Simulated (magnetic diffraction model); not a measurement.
# Which magnetic order? YbTiAg

Space group Pnma (no. 62), a = 7.1060 Å, b = 4.5040 Å, c = 7.8990 Å.

| site | atom | x | y | z |
| --- | --- | --- | --- | --- |
| 4c | Yb | 0.5296 | 1/4 | 0.8337 |
| 4c | Ag | 0.2174 | 3/4 | 0.8690 |
| 4c | Ti | 0.8556 | 3/4 | 0.9397 |

The compound is invented for this exercise: a known structure type with other elements, its cell scaled to their sizes and not relaxed.

Only Yb is taken to order (form factors of Yb3+); orders and moment sizes are assumed, and not adapted to the symmetry. Radiation: neutrons of λ = 1.594 Å, 2° to 35°; isotropic B of 0.4 Å² (Yb), 0.45 Å² (Ag) and 0.5 Å² (Ti). The intensities are simulated: I ∝ L Σ (|F_N|² + |F_M⊥|²) for unpolarised neutrons, with F_M = 2.695 fm/μB × Σ f(s) S exp(2πi Q·r) exp(−B s²) at Q = H ± k (one set where k and −k are equivalent), only the part normal to Q counting and L = 1/(sin²θ cos θ). For a modulated order the moment at position r is S exp(−2πi k·r) + c.c., with S = m/2 for a sine wave of amplitude m and S = m(u + iv)/2 for moments turning in a plane, u and v being orthogonal unit vectors in it; the phase factor of the sum at Q = H + k is then exp(2πi H·r). Form factors are spin-only for 3d ions and dipole or tabulated for f ions, scattering lengths are Sears's of 1992, and absorption is left out. A label names one of the reflections at its angle. The strongest nuclear line in the range is 100, and lines under 0.2 are left out.

Above the ordering temperature:

```csv
2θ (°),index,I
17.35,(1 0 1),90.6
23.28,(0 0 2),39.8
23.51,(0 1 1),55.6
25.93,(2 0 0),19.0
26.70,(1 0 2),23.4
26.89,(1 1 1),83.8
28.48,(2 0 1),30.6
33.20,(2 1 0),0.7
33.82,(1 1 2),100.0
```

Below it (cell unchanged):

```
2θ (°)      I
  2.57  955.7
 15.52   19.2
 17.35   90.6
 19.37   10.5
 23.28   39.8
 23.30    9.3
 23.43   10.4
 23.51   55.6
 23.65   38.6
 25.52    0.8
 25.72    0.4
 25.93   19.0
 26.09    2.0
 26.70   23.4
 26.89   83.8
 28.08    0.6
 28.26    0.3
 28.48   30.6
 28.57    6.0
 30.92    1.3
 31.14    1.5
 32.88   21.9
 33.17    3.1
 33.20    0.7
 33.33   14.1
 33.82  100.0
 34.95   18.3
```

**Question.** Find the propagation vector, then choose among these models:
A. moments turning in the plane of [100] and [010], 3.7 μB on Yb; signs + at (0.5296, 1/4, 0.8337), + at (0.9704, 3/4, 0.3337), + at (0.0296, 1/4, 0.6663), + at (0.4704, 3/4, 0.1663)
B. moments turning in the plane of [010] and [001], 3.7 μB on Yb; signs + at (0.5296, 1/4, 0.8337), + at (0.9704, 3/4, 0.3337), + at (0.0296, 1/4, 0.6663), + at (0.4704, 3/4, 0.1663)
C. a sine wave with moments along [001] (amplitudes given), 3.7 μB on Yb; signs + at (0.5296, 1/4, 0.8337), + at (0.9704, 3/4, 0.3337), + at (0.0296, 1/4, 0.6663), + at (0.4704, 3/4, 0.1663)
D. a sine wave with moments along [010] (amplitudes given), 3.7 μB on Yb; signs + at (0.5296, 1/4, 0.8337), + at (0.9704, 3/4, 0.3337), + at (0.0296, 1/4, 0.6663), + at (0.4704, 3/4, 0.1663)

The new lines index as (1/5 0 0) at 2.57°, (4/5 0 1) at 15.52°, (6/5 0 1) at 19.37° and (9/5 0 0) at 23.30°, that is as H ± k with k = (1/5 0 0). Satellites come in pairs about each point of the reciprocal lattice.

Magnetic intensity, observed (below minus above) and for each model:

| 2θ (°) | index | observed | A | B | C | D |
| --- | --- | --- | --- | --- | --- | --- |
| 2.57 | (1/5 0 0) | 955.7 | 955.7 | 1911.5 | 955.7 | 955.7 |
| 15.52 | (4/5 0 1) | 19.2 | 19.2 | 17.7 | 5.4 | 12.3 |
| 23.30 | (9/5 0 0) | 9.3 | 9.3 | 18.6 | 9.3 | 9.3 |
| 23.43 | (1/5 0 2) | 10.4 | 10.4 | 5.3 | <0.2 | 5.2 |
| 23.65 | (1/5 1 1) | 38.6 | 38.6 | 31.4 | 23.5 | 7.9 |
| 32.88 | (4/5 1 2) | 21.9 | 21.9 | 16.0 | 7.2 | 8.8 |
| 33.33 | (9/5 1 1) | 14.1 | 14.1 | 18.8 | 11.0 | 7.8 |
| 34.95 | (6/5 1 2) | 18.3 | 18.3 | 15.2 | 6.9 | 8.2 |

Model A matches.

The structure used: k = (1/5 0 0), moments turning in the plane of [100] and [010], 3.7 μB on Yb; signs + at (0.5296, 1/4, 0.8337), + at (0.9704, 3/4, 0.3337), + at (0.0296, 1/4, 0.6663), + at (0.4704, 3/4, 0.1663).

[Logs are printed without paths, hosts, clocks, repeated set-up lines and the standing remarks that a program may print on its own settings, such as how far it seeks lower states.]
